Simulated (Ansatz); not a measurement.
# TaAgS3 (model cell, started as cubic perovskite with Ta in the octahedra): following an unstable mode, part 3 of 3

Which phase does TaAgS3 (model cell, started as cubic perovskite with Ta in the octahedra) fall into along its unstable mode, and how much energy does it gain?

Ansatz 0.2.0; DFT PBE, scalar-relativistic, plane waves, PAW; PAW set soft_1.

So far. Step 5 (Energy along the mode, all amplitudes (two of the runs …): The lowest of the steps tried is the last one, at 0.6 Å, 188 meV/atom below the parent; the bottom of the well need not coincide with a step. Step 7 (The new phase in its own primitive cell): The largest force component left is 0.20 meV/Å and the pressure is 0.000 GPa, within the tolerances set. The cell now holds 20.34 Å³/atom. The relaxed cell has a = 6.459, c = 16.889 Å (conventional setting).

The structure was built from a prototype and need not be the compound's stable phase.

## Step 8: Modes of the new phase, k-mesh 9×9×9

A relaxed structure may still be a saddle point, so its zone-centre modes are computed. No field response is asked, since the mesh shows no gap.

input.yaml reads:

```yaml
crystal:
  lattice:
    - [3.2296760327, 1.8646543269, 5.6298098576]
    - [-3.2296760327, 1.8646543269, 5.6298098576]
    - [0.0, -3.7293086538, 5.6298098576]
  atoms:
    - { symbol: Ag, position: [0.25, 0.25, 0.25] }
    - { symbol: Ag, position: [0.75, 0.75, 0.75] }
    - { symbol: Ta, position: [0.5, 0.5, 0.5] }
    - { symbol: Ta, position: [0.0, 0.0, 0.0] }
    - { symbol: S, position: [0.1348813986, 0.75, 0.3651186014] }
    - { symbol: S, position: [0.8651186014, 0.25, 0.6348813986] }
    - { symbol: S, position: [0.6348813986, 0.8651186014, 0.25] }
    - { symbol: S, position: [0.3651186014, 0.1348813986, 0.75] }
    - { symbol: S, position: [0.75, 0.3651186014, 0.1348813986] }
    - { symbol: S, position: [0.25, 0.6348813986, 0.8651186014] }
kpoints:
  mp_grid: { grid: [9, 9, 9] }
hamiltonian:
  xc: pbe
  pseudopotentials: { kind: paw, azcp: { folder: soft_1 } }
scf:
  occupations: { method: methfessel_paxton, width: 0.2 }
output:
  eigenvalues: true
phonons:
  method: dfpt
```

Started as:

```console
$ ansatz run input.yaml --threads 4 --pin off --max-ram 16384MiB --backend cpu --events-out ev --progress --plain --runs-dir out
```

Numbers of over 12 decimals in the logs are rounded to 6 here.

The program printed:

```text
[...]
Crystal: 10 atoms, lattice volume = 203.424 Å³
Basis set: ecut = 420 eV, 3979 PW (Γ), exchange–correlation on 96×96×96 points (8 copies of the dense FFT grid, shifted against one another)
Bands: 60, of which v1, the nominal top of the filled ones, is band 50 counted from 1 (49 counted from 0)
Symmetry: 12 space group operations
k-points: 365 of 729 (irreducible under 1 space group operation, time reversal used)
[...]
SCF iter   1: F=—  HF=-40465.851527 eV  |F-HF|=—  |Δ(HF+E_count)|=         —  Δρ=3.13e-2  dr2=2.53e0  ethr=3.10e-3  ⟨swp⟩=6.4  Hψ=83220  notcnv=0
[...]
SCF iter  12: F=-40465.360065 eV  HF=-40465.360065 eV  |F-HF|=0.00e0  |Δ(HF+E_count)|=  1.46e-11  S|Δr|=    0.00e0  Δρ=3.66e-8  dr2=3.52e-12  ethr=1.00e-12  ⟨swp⟩=13.6  Hψ=116802  notcnv=0
SCF 1 converged in 12 iterations: F = -40465.360065 eV  dr2 = 3.52e-12
[...]
DFPT response loops at Γ: preconditioner auto → Kerker (q_TF=auto, 2.424 Å⁻¹) (partly filled bands, converged f_vac=0.000); β = 1.00, the filter's whole step (`scf.mixing.beta` (0.50) is not read by the response loops under this deck's `scf.mixing.preconditioner`; to damp them name `kerker` or `kerker_dos`, under which they read `scf.mixing.beta`, and type it under 1.00, their step now; both keys bind the ground state too); Broyden in place of MSR1
SCF converged after 12 iterations
[...]
Free energy (F): -40465.360065 eV
[...]
Internal energy: -40465.367851 eV  (E = F + TS)
E sigma→0 (E₀):  -40465.362012 eV
Entropy (-TS):   0.007785 eV (0.779 meV/atom)
Fermi energy:    9.122503 eV
[...]
--- Band table (eV; the first three rows and the last of 365) ---
  k-point 0: bands = [... 46 lower, 8.9722, 8.9722, 8.9726, 8.9726, 9.1511, 9.2868, 9.2868, 10.6761, ... 6 higher]
  k-point 1: bands = [... 46 lower, 8.5726, 8.6557, 8.9717, 9.0902, 9.3980, 9.4486, 9.5366, 10.7734, ... 6 higher]
  k-point 2: bands = [... 46 lower, 8.3169, 8.3630, 8.8654, 9.0117, 9.6369, 9.7553, 9.8798, 10.9301, ... 6 higher]
  k-point 364: bands = [... 46 lower, 8.2625, 8.3782, 8.4714, 8.6173, 10.0513, 10.1213, 10.5592, 10.7208, ... 6 higher]
--- Phonons (Γ-DFPT): 6 representative perturbations + reference, on 365 of 729 k-points (Σ response iterations 23) ---
  k mesh reduced under 1 symmetry operation, with k and −k counted as one. Each operation leaves every solved perturbation unchanged. A smaller set is not used because it would not reduce the number of displacements times k-points to solve
  ASR residual: 4.705e-5 → 0.000e0 eV/Å²; symmetrization residual: 1.542e-5 eV/Å²
  ASR residual per site (eV/Å²): 2.34e-5 2.34e-5 3.06e-5 3.06e-5 4.70e-5 4.70e-5 4.70e-5 4.70e-5 4.70e-5 4.70e-5
  Γ frequencies (cm⁻¹): -110.84 -57.85 -57.85 0.00 0.00 0.00 11.47 19.10 66.61 66.61 79.53 79.53 92.29 92.29 140.31 140.31 151.88 177.70 185.02 185.02 233.65 237.05 244.20 257.32 257.32 281.81 281.81 281.92 281.92 435.43
  non-analytic LO–TO correction: not included (Born effective charges unavailable; polar crystals: no LO–TO splitting at Γ)
```

It took 22 min on 4 threads of Arm Neoverse V1, shared host; peak memory 10 GiB; 85 min of CPU time.

This step gave:

```
sum-rule residual before enforcement                    : 4.70e-5 eV/Å²
point group                                             : -3m
highest optical mode at the zone centre (no LO-TO term) : 435.4 cm⁻¹
lowest optical zone-centre mode                         : -110.8 cm⁻¹
```

Patterns of degenerate modes are one choice out of their space. The modes at Γ (shares of kinetic energy by element, %) (negative means imaginary):

```csv
mode,frequency (cm⁻¹),symmetry,Ag %,Ta %,S %
1,-110.8,A2u,1,40,59
2,-57.9,Eu,17,61,22
3,-57.9,Eu,17,61,22
4,0.0,acoustic,28,47,25
5,0.0,acoustic,28,47,25
6,0.0,acoustic,28,47,25
7,11.5,A2u,71,13,16
8,19.1,A2g,100,0,0
9,66.6,Eg,57,0,43
10,66.6,Eg,57,0,43
11,79.5,Eu,19,0,81
12,79.5,Eu,19,0,81
13,92.3,Eg,34,0,66
14,92.3,Eg,34,0,66
15,140.3,Eu,23,61,16
16,140.3,Eu,23,61,16
17,151.9,A1u,0,96,4
18,177.7,A2g,0,0,100
19,185.0,Eu,9,29,62
20,185.0,Eu,9,29,62
21,233.7,A2u,0,0,100
22,237.1,A1u,0,4,96
23,244.2,A1g,0,0,100
24,257.3,Eg,9,0,91
25,257.3,Eg,9,0,91
26,281.8,Eg,1,0,99
27,281.8,Eg,1,0,99
28,281.9,Eu,4,1,95
29,281.9,Eu,4,1,95
30,435.4,A2g,0,0,100
```

Displacements in mode 1 (-110.8 cm⁻¹), the largest set to 1:
```
Ag1  0.00  0.00 -0.12
Ag2  0.00  0.00 -0.12
Ta3  0.00  0.00  0.60
Ta4  0.00  0.00  0.60
S5  -0.02  0.01 -1.00
S6  -0.02  0.01 -1.00
S7   0.00 -0.02 -1.00
S8   0.00 -0.02 -1.00
S9   0.02  0.01 -1.00
S10  0.02  0.01 -1.00
```

Displacements in mode 29 (281.9 cm⁻¹), the largest set to 1:
```
Ag1 -0.23  0.00  0.00
Ag2 -0.23  0.00  0.00
Ta3  0.08  0.06  0.00
Ta4  0.08 -0.06  0.00
S5  -0.35  0.78 -0.86
S6  -0.35  0.78 -0.86
S7   1.00  0.00  0.00
S8   1.00  0.00  0.00
S9  -0.35 -0.78  0.86
S10 -0.35 -0.78  0.86
```

Before it was imposed, the acoustic sum rule was missed by 4.7e-5 eV/Å². Small misses are needed for a sound result but don't prove that mesh and cutoff are converged. The lowest optical mode is imaginary, 110.8i cm⁻¹, so the energy falls along it.

## Step 9: What came out

| Item | Value |
| --- | --- |
| unstable mode of the parent | q = (-0.5, -0.5, -0.5), 174i cm⁻¹ |
| depth at the lowest point sampled | 188 meV/atom |
| largest atomic shift at that point | 0.6 Å |
| space group reached (within 0.01 Å) | R-3c |
| energy gained over the parent (first relaxation, on the mesh of the frozen mode) | 280 meV/atom |
| volume per atom, phase reached | 20.3 Å³ |
| lowest optical zone-centre mode, phase reached | -111 cm⁻¹ |
| highest optical mode at the zone centre (no LO-TO term), phase reached | 435 cm⁻¹ |

Along this mode the structure falls into R-3c, 280 meV/atom below the parent. At the parent's cell the well is 188.1 meV/atom deep on the steps tried, with its lowest point at a shift of 0.6 Å. That is the last step tried, so the steps alone don't bracket the bottom of the well. Relaxing atoms and cell changes the gain by +92.29 meV/atom against the lowest step (energies at zero smearing). The new phase still has an imaginary mode at the zone centre of its cell, so it is a saddle point on the way to a lower structure. Of the 4 patterns followed to their end from this parent, this one ends 2.03 meV/atom above the lowest, Imma. Each path keeps the symmetry of its pattern, so a lower phase may lie along a pattern not tried. With no gap, or one that is small against the smearing, the frequencies hang on the k mesh and the smearing, most of all near Kohn anomalies. A semilocal functional can close a gap that the real compound would have, so the metallic treatment may be an artefact of the level. Spin-orbit coupling is left out, which can matter for the heavy elements here. A phonon run warned that its eigensolver left some bands unconverged in a pass. The starting cell was built on a prototype and not taken from a measurement, so the phase need not exist.

[Logs are printed without paths, hosts, clocks, repeated set-up lines and the standing remarks that a program may print on its own settings, such as how far it seeks lower states.]

[Hosts, paths, dates, database ids (printed as entryN), source tags and the programs' standing remarks are cut or masked in the printed files.]
